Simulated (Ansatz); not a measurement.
**How GaP (F-43m) expands on warming**

Wanted: α(T), C_P(T) and B(T) of GaP in the quasi-harmonic approximation.

What experiment has found for this phase:
- volume expansion coefficient 15.9 1e-6/K, heat capacity C_P per formula unit 44.2 J/mol/K and bulk modulus 88.7 GPa near room temperature (given in “High-Throughput Prediction of Finite-Temperature Properties using the Quasi-Harmonic Approximation”, 2016, arXiv:1603.06924)

Program: Ansatz 0.2.0. Level of theory: DFT RPBE, scalar-relativistic, plane waves, PAW. Results are calculated unless marked as measured.

**1. The structure**

The structure is cubic, space group F-43m (No. 216). The conventional cell has a = 5.451 Å, b = 5.451 Å, c = 5.451 Å, α = 90.00°, β = 90.00°, γ = 90.00°. Nearest to Ga lie 4 P at 2.36 Å. P has 4 Ga at 2.36 Å nearest. Farther neighbours are not listed.

**2. A first coarse run**

Before spending time, one coarse run tells the gap and the pressure of the starting cell.

Input file input.yaml:

```yaml
crystal:
  lattice:
    - [0.0, 2.72525, 2.72525]
    - [2.72525, 0.0, 2.72525]
    - [2.72525, 2.72525, 0.0]
  atoms:
    - { symbol: Ga, position: [0.0, 0.0, 0.0] }
    - { symbol: P, position: [0.25, 0.25, 0.25] }
kpoints:
  mp_grid: { grid: [6, 6, 6] }
hamiltonian:
  xc: rpbe
scf:
  occupations: { method: gaussian, width: 0.1 }
output:
  forces: true
  stress: true
  eigenvalues: true
```

Started as:

```sh
$ ansatz run input.yaml --threads 2 --pin off --max-ram 5120MiB --backend cpu --events-out ev --progress --plain --runs-dir out
```

Numbers of over 12 decimals in the logs are rounded to 6 here.

The log of the run:

```text
Engine: ansatz 0.2.0, aarch64-unknown-linux-gnu
Pseudopotentials: kind: paw
Pseudopotential: Ga, paw, valence charge 13, recommended cutoff 420 eV (normal), Ga.paw.azcp
Pseudopotential: P, paw, valence charge 5, recommended cutoff 420 eV (normal), P.paw.azcp
Functional definition: RPBE
  parameter kappa = 0.804
  parameter beta = 0.066725
  exchange = rpbe_x(kappa = kappa, mu = beta*pi^2/3)
  correlation = pbe_c(beta = beta)
Crystal: 2 atoms, lattice volume = 40.481 Å³
Basis set: ecut = 420 eV, 749 PW (Γ), exchange–correlation on 54×54×54 points (8 copies of the dense FFT grid, shifted against one another)
Bands: 13, of which v1, the nominal top of the filled ones, is band 9 counted from 1 (8 counted from 0)
Symmetry: 24 space group operations
Space group: F-43m (ITA 216), of the structure as read, at distance tolerance 3.4e-5 Å
k-points: 16 of 216 (time reversal used)
Non-local potential: Ga, projectors of the file, l = 0: 2, l = 1: 2, l = 2: 3, l = 3: 1
Non-local potential: P, projectors of the file, l = 0: 2, l = 1: 2, l = 2: 2
PAW form: soft (Blöchl's): semilocal exchange-correlation on the pseudo side does not see the compensation charge
PAW frozen core: Ga, regenerated for the run's functional, and the local potential with it (the file was generated under x = pbe(κ = 0.804, μ = 0.219515), c = pbe(β = 0.066725))
PAW frozen core: P, regenerated for the run's functional, and the local potential with it (the file was generated under x = pbe(κ = 0.804, μ = 0.219515), c = pbe(β = 0.066725))
PAW one-centre angular grid: Ga, 590 points (default); XC on 64 Gauss nodes
PAW one-centre angular grid: P, 110 points (default); XC on 64 Gauss nodes
Initial density: superposition of atomic densities (neutral atoms: chi_scale 0, normalization atom), corrected by the library's trained network
Initial wavefunctions: pseudopotential atomic-orbital guess
Functional: x = rpbe, c = pbe(β = 0.066725)
SCF iter   1: F=—  HF=-4548.359494 eV  |F-HF|=—  |Δ(HF+E_count)|=         —  Δρ=3.41e-3  dr2=1.79e-3  ethr=1.77e-3  ⟨swp⟩=5.9  Hψ=1329  notcnv=0
preconditioner: auto → none  [insulator: Δε(μ)=1.751 eV  Ē_g=15.571 eV  σ=0.100 eV  W_gap=1.00  n_scr=14 (ndim 8)  ℏωp=24.8 eV  f_vac=0.011  D(μ)=0.00/eV (n_scr^D=0)  ε∞_Penn≈3.5]
SCF iter   2: F=—  HF=-4548.358455 eV  |F-HF|=—  |Δ(HF+E_count)|=   1.04e-3  Δρ=1.35e-3  dr2=6.96e-4  ethr=9.93e-6  ⟨swp⟩=2.0  Hψ=485  notcnv=0
SCF iter   3: F=—  HF=-4548.358091 eV  |F-HF|=—  |Δ(HF+E_count)|=   3.64e-4  Δρ=5.88e-4  dr2=8.85e-5  ethr=3.87e-6  ⟨swp⟩=2.2  Hψ=329  notcnv=0
SCF iter   4: F=—  HF=-4548.358109 eV  |F-HF|=—  |Δ(HF+E_count)|=   1.81e-5  Δρ=1.86e-4  dr2=7.01e-6  ethr=4.92e-7  ⟨swp⟩=2.8  Hψ=368  notcnv=0
SCF iter   5: F=—  HF=-4548.358108 eV  |F-HF|=—  |Δ(HF+E_count)|=   7.07e-7  Δρ=5.74e-5  dr2=8.40e-7  ethr=3.89e-8  ⟨swp⟩=2.1  Hψ=347  notcnv=0
SCF iter   6: F=-4548.358109 eV  HF=-4548.358109 eV  |F-HF|=3.82e-8  |Δ(HF+E_count)|=   2.80e-7  Δρ=8.20e-6  dr2=2.69e-8  ethr=5.56e-10  ⟨swp⟩=4.8  Hψ=1203  notcnv=0
SCF 1 converged in 6 iterations: F = -4548.358109 eV  dr2 = 2.69e-8
  greatest PAW one-centre occupation: 0.994 electrons in one spin orbital (limit 2), on the Ga atom at site 0 (counted from 0), in its partial waves of l = 2
SCF converged after 6 iterations
Free energy (F): -4548.358109 eV
Harris-Foulkes:  -4548.358109 eV  (|F-HF|=3.82e-8)
Internal energy: -4548.358109 eV  (E = F + TS)
E sigma→0 (E₀):  -4548.358109 eV
Fermi energy:    8.065244 eV
--- Per-component energies (eV) ---
  E_band       = -56.000273
  E_kinetic    = 186.295509
  E_local      = -2199.949625  (includes V_loc(G=0)·N_el)
  E_nonlocal   = 458.091167
  E_hartree    = 1018.015250
  E_xc         = -130.927322
  E_vxc        = -118.815780  (∫ρ·V_xc dr)
  E_paw        = -2567.083425  (= ΣΔE_a)
  E_vpaw       = -417.652472  (= ΣTr[D̂ρ^β])
  E_aug_tail   = -0.000099  (compensation charges beyond the density's cutoff)
  E_ewald      = -1312.644944
  E_core_change = -0.154620  (= ΣΔE_core)
  E_smearing   = -0.000000  (= −TS)
  E_closure    = -0.000000  (closes the sum)
  Σ components = -4548.358109   (vs F -4548.358109, Δ=0.00e0)
--- Forces (eV/Å), atoms counted from 1 ---
  atom   1  Ga     0.00000000    -0.00000000     0.00000000
  atom   2  P     -0.00000000     0.00000000     0.00000000
  max |Σ_I F_I| component: 1.30e-16 eV/Å
--- Stress (GPa, compression-positive) ---
        4.651875       0.000000       0.000000
       -0.000000       4.651875       0.000000
        0.000000       0.000000       4.651875
  P = ⅓ Tr σ = 4.6519 GPa (46.519 kbar)
--- Band table (eV; the first three rows and the last of 16) ---
  k-point 0: bands = [... 5 lower, -5.2791, 7.1874, 7.1874, 7.1874, 9.1448, 11.1057, 11.1057, 11.1057]
  k-point 1: bands = [... 5 lower, -4.9234, 4.8308, 6.8183, 6.8183, 9.6915, 11.6525, 11.6526, 12.2988]
  k-point 2: bands = [... 5 lower, -3.9790, 2.0172, 6.2835, 6.2835, 9.1809, 12.0313, 12.0313, 14.9113]
  k-point 15: bands = [... 5 lower, -2.2576, 0.6212, 3.8359, 3.9512, 10.7493, 10.8975, 14.8065, 14.8234]
```

Wall time 1.2 s (2 threads of Arm Neoverse V1, shared host); peak memory 0.27 GiB; 1.3 s of CPU time.

Reading the cycles: dr2 is the Hartree energy of the density residual (eV), the measure of convergence; HF is the Harris–Foulkes estimate of the energy, which meets the free energy F at convergence.

This step gave:

```
pressure          : 4.652 GPa
gap on the k-mesh : 1.756 eV
volume per atom   : 20.24 Å³
```

The start is under 4.7 GPa at this level and looks like an insulator or semiconductor on this mesh.

**3. Finding the static equilibrium**

The vibrations must be taken about the equilibrium of this functional, not about the starting cell, so the structure is relaxed.

input.yaml, the sections that differ from step 2:

```yaml
kpoints:
  mp_grid: { grid: [8, 8, 8] }
scf:
  occupations: { method: gaussian, width: 0.02 }
output:
  forces: true
  stress: true
  eigenvalues: true
  write_density: true
  write_potential: true
  elf: true
  volumetric_format: npy
relax:
  adjacent_minimum: "off"
  f_tol: 0.005
  max_steps: 80
  cell: { stress_tol: 0.05 }
# crystal, hamiltonian: as in step 2
```

The log of the run:

```text
[...]
Crystal: 2 atoms, lattice volume = 40.481 Å³
Basis set: ecut = 420 eV, 749 PW (Γ), exchange–correlation on 54×54×54 points (8 copies of the dense FFT grid, shifted against one another)
Bands: 13, of which v1, the nominal top of the filled ones, is band 9 counted from 1 (8 counted from 0)
Symmetry: 24 space group operations
[...]
k-points: 29 of 512 (time reversal used)
[...]
SCF iter   1: F=—  HF=-4548.372350 eV  |F-HF|=—  |Δ(HF+E_count)|=         —  Δρ=3.29e-3  dr2=1.80e-3  ethr=1.77e-3  ⟨swp⟩=6.6  Hψ=2562  notcnv=0
[...]
SCF iter   6: F=-4548.370860 eV  HF=-4548.370860 eV  |F-HF|=7.74e-8  |Δ(HF+E_count)|=   3.56e-7  Δρ=1.02e-5  dr2=3.06e-8  ethr=5.56e-10  ⟨swp⟩=10.7  Hψ=3548  notcnv=0
SCF 1 converged in 6 iterations: F = -4548.370860 eV  dr2 = 3.06e-8
[...]
relax step   1: F+E_penalty+E_count = -4548.37086029 eV  Δ(F+E_penalty+E_count) = +0.000e0 eV  max|allowed force component| = 2.405e-16 eV/Å  Δτ_max = 0.0000 Å  P = +4.620 GPa  Ω = 40.481 Å³  (6 SCF iters, dr2 threshold 1.00e-7 eV, accepted)
Crystal: 2 atoms, lattice volume = 42.061 Å³
Basis set: ecut = 420 eV, 869 PW (Γ), exchange–correlation on 54×54×54 points (8 copies of the dense FFT grid, shifted against one another)
[...]
iter 1 solved again at ethr=1.01e-5 eV; its pass at ethr=3.10e-3 eV (dr2=1.82e-3 eV) is discarded
[...]
SCF iter   6: F=-4548.399550 eV  HF=-4548.399550 eV  |F-HF|=6.21e-9  |Δ(HF+E_count)|=   9.45e-7  Δρ=1.94e-6  dr2=1.76e-9  ethr=1.11e-9  ⟨swp⟩=12.1  Hψ=3070  notcnv=0
SCF 2 converged in 6 iterations: F = -4548.399550 eV  dr2 = 1.76e-9
relax step   2: F+E_penalty+E_count = -4548.39954993 eV  Δ(F+E_penalty+E_count) = -2.869e-2 eV  max|allowed force component| = 8.442e-17 eV/Å  Δτ_max = 0.0000 Å  P = +1.392 GPa  Ω = 42.061 Å³  energy of the carried Pulay correction = -4.126e-4 eV  (6 SCF iters, dr2 threshold 2.00e-7 eV, accepted)
Crystal: 2 atoms, lattice volume = 42.780 Å³
[...]
SCF iter   5: F=-4548.402729 eV  HF=-4548.402729 eV  |F-HF|=1.37e-7  |Δ(HF+E_count)|=   2.67e-7  Δρ=1.24e-5  dr2=4.63e-8  ethr=1.11e-9  ⟨swp⟩=11.2  Hψ=3287  notcnv=0
SCF 3 converged in 5 iterations: F = -4548.402729 eV  dr2 = 4.63e-8
  Residual-converged pass: ⟨swp⟩=1.0  Hψ=493  notcnv=0  max |occ|·‖R‖ = 7.0e-9 eV (tolerance 1.0e-8 eV)  dr2=4.63e-8  dr2_onsite=3.41e-9  max |Δocc| = 0.0e0
relax step   3: F+E_penalty+E_count = -4548.40272939 eV  Δ(F+E_penalty+E_count) = -3.179e-3 eV  max|allowed force component| = 9.714e-17 eV/Å  Δτ_max = 0.0000 Å  P = +0.125 GPa  Ω = 42.780 Å³  energy of the carried Pulay correction = -5.953e-4 eV  (5 SCF iters, dr2 threshold 2.00e-7 eV, accepted)
[...]
relax step   4: F+E_penalty+E_count = -4548.40274028 eV  Δ(F+E_penalty+E_count) = -1.089e-5 eV  max|allowed force component| = 8.674e-17 eV/Å  Δτ_max = 0.0000 Å  P = +0.002 GPa  Ω = 42.854 Å³  energy of the carried Pulay correction = -6.138e-4 eV  (4 SCF iters, dr2 threshold 3.89e-8 eV, accepted)
[...]
SCF iter   8: F=-4548.403378 eV  HF=-4548.403378 eV  |F-HF|=3.64e-12  |Δ(HF+E_count)|=  1.44e-10  Δρ=6.29e-8  dr2=3.59e-12  ethr=1.00e-12  ⟨swp⟩=7.0  Hψ=1979  notcnv=0
SCF 5 converged in 8 iterations: F = -4548.403378 eV  dr2 = 3.59e-12
relax step   5: F+E_penalty+E_count = -4548.40337758 eV  Δ(F+E_penalty+E_count) = -6.373e-4 eV  max|allowed force component| = 3.701e-17 eV/Å  Δτ_max = 0.0000 Å  P = +0.008 GPa  Ω = 42.854 Å³  stress off target by 8.14e-3 GPa  SCF on the basis re-selected at this cell (its energy is not comparable with the rows above)  (8 SCF iters)
basis re-selected at this cell: Δ(F+E_penalty+E_count) = -6.373e-4 eV, ΔP = +0.006 GPa vs the last step (what re-selecting the basis moved, of the pressure what is left beyond the Pulay correction that the steps carried, after the strain that the cell walked since its last selection, with what the two solves' SCF thresholds leave and, on support functions, any second-order correction that the steps lacked; it is no m [...]
SCF converged after 8 iterations
Free energy (F): -4548.403378 eV
[...]
Internal energy: -4548.403378 eV  (E = F + TS)
E sigma→0 (E₀):  -4548.403378 eV
Fermi energy:    7.230370 eV
[...]
--- Stress (GPa, compression-positive) ---
        0.008145      -0.000000      -0.000000
       -0.000000       0.008145       0.000000
       -0.000000       0.000000       0.008145
  P = ⅓ Tr σ = 0.0081 GPa (0.081 kbar)
--- Band table (eV; the first three rows and the last of 29) ---
  k-point 0: bands = [... 5 lower, -5.5663, 6.4837, 6.4837, 6.4837, 7.9767, 10.4182, 10.4182, 10.4182]
  k-point 1: bands = [... 5 lower, -5.3792, 4.8891, 6.2756, 6.2756, 8.7119, 10.7417, 10.7417, 10.9071]
  k-point 2: bands = [... 5 lower, -4.8501, 2.7645, 5.8766, 5.8766, 8.5351, 11.2297, 11.2297, 12.6530]
  k-point 28: bands = [... 5 lower, -2.7991, 0.2164, 3.1995, 3.3618, 11.1416, 11.2583, 12.4911, 12.7330]
--- Relaxed structure (4 steps of the walk, 4 accepted, 1 SCFs on fresh bases) ---
  F+E_penalty+E_count = -4548.40337758 eV   max|allowed force component| = 3.701e-17 eV/Å   (the final SCF, on the basis selected at the relaxed cell)
  cell:  # Å, volume = 42.8537 Å³
    - [0, 2.777491, 2.777491]
    - [2.777491, 0, 2.777491]
    - [2.777491, 2.777491, 0]
  atoms:
    - { symbol: Ga, position: [0, 0, 0] }
    - { symbol: P, position: [0.25, 0.25, 0.25] }
```

Wall time 6.1 s (2 threads); peak memory 0.32 GiB; 12 s of CPU time.

The steps of the relaxation:

| step | energy less that of the first step (eV) | largest force component (eV/Å) | pressure (GPa) | volume (Å³) |
| --- | --- | --- | --- | --- |
| 1 | 0.0000 | 0.0000 | 4.62 | 40.48 |
| 2 | -0.0287 | 0.0000 | 1.39 | 42.06 |
| 3 | -0.0319 | 0.0000 | 0.12 | 42.78 |
| 4 | -0.0319 | 0.0000 | 0.00 | 42.85 |
| 5* | -0.0325 | 0.0000 | 0.01 | 42.85 |

Relaxation steps marked * repeat the geometry before them on a plane-wave basis chosen anew for their cell, so energy and pressure can jump there.

The run keeps the 24 symmetry operations that it works with, so distortions that break them were not tested.

| conventional cell, symmetrised | before | after | change |
| --- | --- | --- | --- |
| a (Å) | 5.451 | 5.555 | +1.9 % |
| b (Å) | 5.451 | 5.555 | +1.9 % |
| c (Å) | 5.451 | 5.555 | +1.9 % |
| volume (Å³/atom) | 20.24 | 21.43 | +5.9 % |

Final coordinates:

```cif
data_structure
_symmetry_space_group_name_H-M 'P 1'
_symmetry_Int_Tables_number 1
_cell_length_a 3.9280
_cell_length_b 3.9280
_cell_length_c 3.9280
_cell_angle_alpha 60.000
_cell_angle_beta 60.000
_cell_angle_gamma 60.000
_cell_volume 42.85
loop_
_atom_site_label
_atom_site_type_symbol
_atom_site_fract_x
_atom_site_fract_y
_atom_site_fract_z
_atom_site_occupancy
Ga1 Ga 0.00000 0.00000 0.00000 1
P2 P 0.25000 0.25000 0.25000 1
```

Numbers from this step:

```
pressure          : 0.008145 GPa
gap on the k-mesh : 1.493 eV
volume per atom   : 21.43 Å³
```

ELF in the ac plane of a cell with a along [110], b along [-110] and c along [001] of the cube at fractional y = 0.500, with atoms of Ga and P within 0.2 Å of it. It is the smooth field of the valence electrons, not physical close to the nuclei.

Ten even steps from '0' (0.01) to '9' (0.88), each cell a mean:
```
2200000001222000000012
0000000000000000000000
0000010000000000100000
0001222100000012221000
0012222210000122222100
0122212221001222122210
2322100223323221002233
6642010136666420101366
8974101269989741012699
5997322589759973225897
0598523798205985237982
0387422686103874226861
5675201477556752014775
8863000257888630002578
6531000024665310000246
```
Columns run along a (7.9 Å), rows up along c (5.6 Å), edges of the conventional cell, whose origin can differ from the input's. Atoms in or near the plane, at fractional coordinates: Ga at (0.75, 0.50), Ga at (0.25, 0.50), P at (0.50, 0.25), P at (0.00, 0.25).

Electrostatic potential energy in the ac plane of a cell with a along [110], b along [-110] and c along [001] of the cube at fractional y = 0.500, with atoms of Ga and P within 0.2 Å of it. With pseudopotentials it is smooth inside the atoms' cores, unlike the true potential.

Values in eV, 8 rows by 16 columns, each cell a mean:
```
 10  10  10  11  11  10  10  10  10  10  10  11  11  10  10  10
 10  10  10   9   9  10  10  10  10  10  10   9   9  10  10  10
 10   9   5  -2  -3   3   8  10  10   9   5  -2  -3   3   8  10
  9   7  -7 -16 -16 -12   4   9   9   7  -7 -16 -16 -12   4   9
 -4   2  -4 -15 -15  -9   3  -2  -4   2  -4 -15 -15  -9   3  -2
-50 -22   3   3   2   4  -9 -46 -50 -22   3   3   2   4  -9 -46
-43 -16   6  10  10   8  -5 -37 -43 -16   6  10  10   8  -5 -37
  3   7  10  10  11  10   8   4   3   7  10  10  11  10   8   4
```
Columns run along a (7.9 Å; values clipped at the 3rd and 97th percentile), rows up along c (5.6 Å), edges of the conventional cell, whose origin can differ from the input's. Atoms in or near the plane, at fractional coordinates: Ga at (0.75, 0.50), Ga at (0.25, 0.50), P at (0.50, 0.25), P at (0.00, 0.25).

Valence density in the ac plane of a cell with a along [110], b along [-110] and c along [001] of the cube at fractional y = 0.500, with atoms of Ga and P within 0.2 Å of it. It is the smooth field of the valence electrons, not physical close to the nuclei.

Values in e/Å³, 8 rows by 16 columns, each cell a mean:
```
 0  0  0  0  0  0  0  0  0  0  0  0  0  0  0  0
 0  0  0  0  0  0  0  0  0  0  0  0  0  0  0  0
 0  0  0  0  0  0  0  0  0  0  0  0  0  0  0  0
 0  0  1 10 18  1  0  0  0  0  1 10 18  1  0  0
 0  0  1  6 10  1  0  0  0  0  1  6 10  1  0  0
 0  1  0  0  0  0  1  1  0  1  0  0  0  0  1  1
 0  1  0  0  0  0  0  1  0  1  0  0  0  0  0  1
 0  0  0  0  0  0  0  0  0  0  0  0  0  0  0  0
```
Columns run along a (7.9 Å), rows up along c (5.6 Å), edges of the conventional cell, whose origin can differ from the input's. Atoms in or near the plane, at fractional coordinates: Ga at (0.75, 0.50), Ga at (0.25, 0.50), P at (0.50, 0.25), P at (0.00, 0.25).

The relaxation ends with a pressure of 0.01 GPa.

**4. Tight relaxation**

The relaxation is repeated with tighter thresholds on force and stress, since phonons are sensitive to what is left; a change of mesh or smearing in the input moves the cell too.

Input file input.yaml:

```yaml
crystal:
  lattice:
    - [0.0, 2.7774910093, 2.7774910093]
    - [2.7774910093, 0.0, 2.7774910093]
    - [2.7774910093, 2.7774910093, 0.0]
  atoms:
    - { symbol: Ga, position: [0.0, 0.0, 0.0] }
    - { symbol: P, position: [0.25, 0.25, 0.25] }
kpoints:
  mp_grid: { grid: [8, 8, 8] }
hamiltonian:
  xc: rpbe
scf:
  occupations: { method: fixed }
output:
  forces: true
  stress: true
  eigenvalues: true
relax:
  adjacent_minimum: "off"
  f_tol: 0.001
  max_steps: 60
  cell: { stress_tol: 0.01 }
```

The log of the run:

```text
[...]
Crystal: 2 atoms, lattice volume = 42.854 Å³
Basis set: ecut = 420 eV, 869 PW (Γ), exchange–correlation on 54×54×54 points (8 copies of the dense FFT grid, shifted against one another)
Bands: 13, of which v1, the nominal top of the filled ones, is band 9 counted from 1 (8 counted from 0)
Symmetry: 24 space group operations
[...]
k-points: 29 of 512 (time reversal used)
[...]
k-point 28: bands = [... 5 lower, -2.7991, 0.2164, 3.1995, 3.3618, 11.1416, 11.2583, 12.4911, 12.7330]
--- Relaxed structure (1 steps of the walk, 1 accepted, 1 SCFs on fresh bases) ---
[...]
cell:  # Å, volume = 42.8537 Å³
    - [0.0, 2.7774910093, 2.7774910093]
    - [2.7774910093, 0.0, 2.7774910093]
    - [2.7774910093, 2.7774910093, 0.0]
  atoms:
    - { symbol: Ga, position: [0.0, 0.0, 0.0] }
    - { symbol: P, position: [0.25, 0.25, 0.25] }
[key lines of the parts left out:]
SCF converged after 7 iterations
Free energy (F): -4548.403378 eV
Fermi energy:    6.483713 eV
P = ⅓ Tr σ = 0.0081 GPa (0.081 kbar)
```

Elapsed: 3.1 s, on 2 threads; peak memory 0.31 GiB.

Little changed from the start: no atom moved by 0.005 Å and no cell edge by 0.1 %.

This step gave:

```
pressure : 0.008148 GPa
```

The residual pressure is 0.0081 GPa, small enough for phonons.

**5. A faulty attempt**

This input was changed on purpose, to see how the program answers.

input.yaml, the sections that differ from step 4:

```yaml
scf:
  occupations: { method: fixed }
  max_iter: 50
output:
  eigenvalues: true
phonons:
  method: dfpt
  qmesh: [4, 4, 4]
  thermal_expansion: { pressure: "5 eV" }
# crystal, kpoints, hamiltonian: as in step 4
# relax: removed
```

The log of the run:

```text
Error: YAML parse error: error: line 21 column 34: expected [pressure], got [energy] (`eV`)
  --> <input>:21:34
   |
19 |   method: dfpt
20 |   qmesh: [4, 4, 4]
21 |   thermal_expansion: { pressure: "5 eV" }
   |                                  ^ expected [pressure], got [energy] (`eV`)
```

Wall time 0.54 s (2 threads); peak memory 0.05 GiB.

The input was rejected at the start.

The program's message: “Error: YAML parse error: error: line 21 column 34: expected [pressure], got [energy] (`eV`)
  --> <input>:21:34
   |
19 |   method: dfpt
20 |   qmesh: [4, 4, 4]
21 |   thermal_expansion: { pressure: " …”

The fault put into the input: a pressure in the wrong unit.

[end of part 1 of 3]

[Logs are printed without paths, hosts, clocks, repeated set-up lines and the standing remarks that a program may print on its own settings, such as how far it seeks lower states.]

[Hosts, paths, dates, database ids (printed as entryN), source tags and the programs' standing remarks are cut or masked in the printed files.]

[A step with changed settings may run another functional than the one named; its input shows which.]
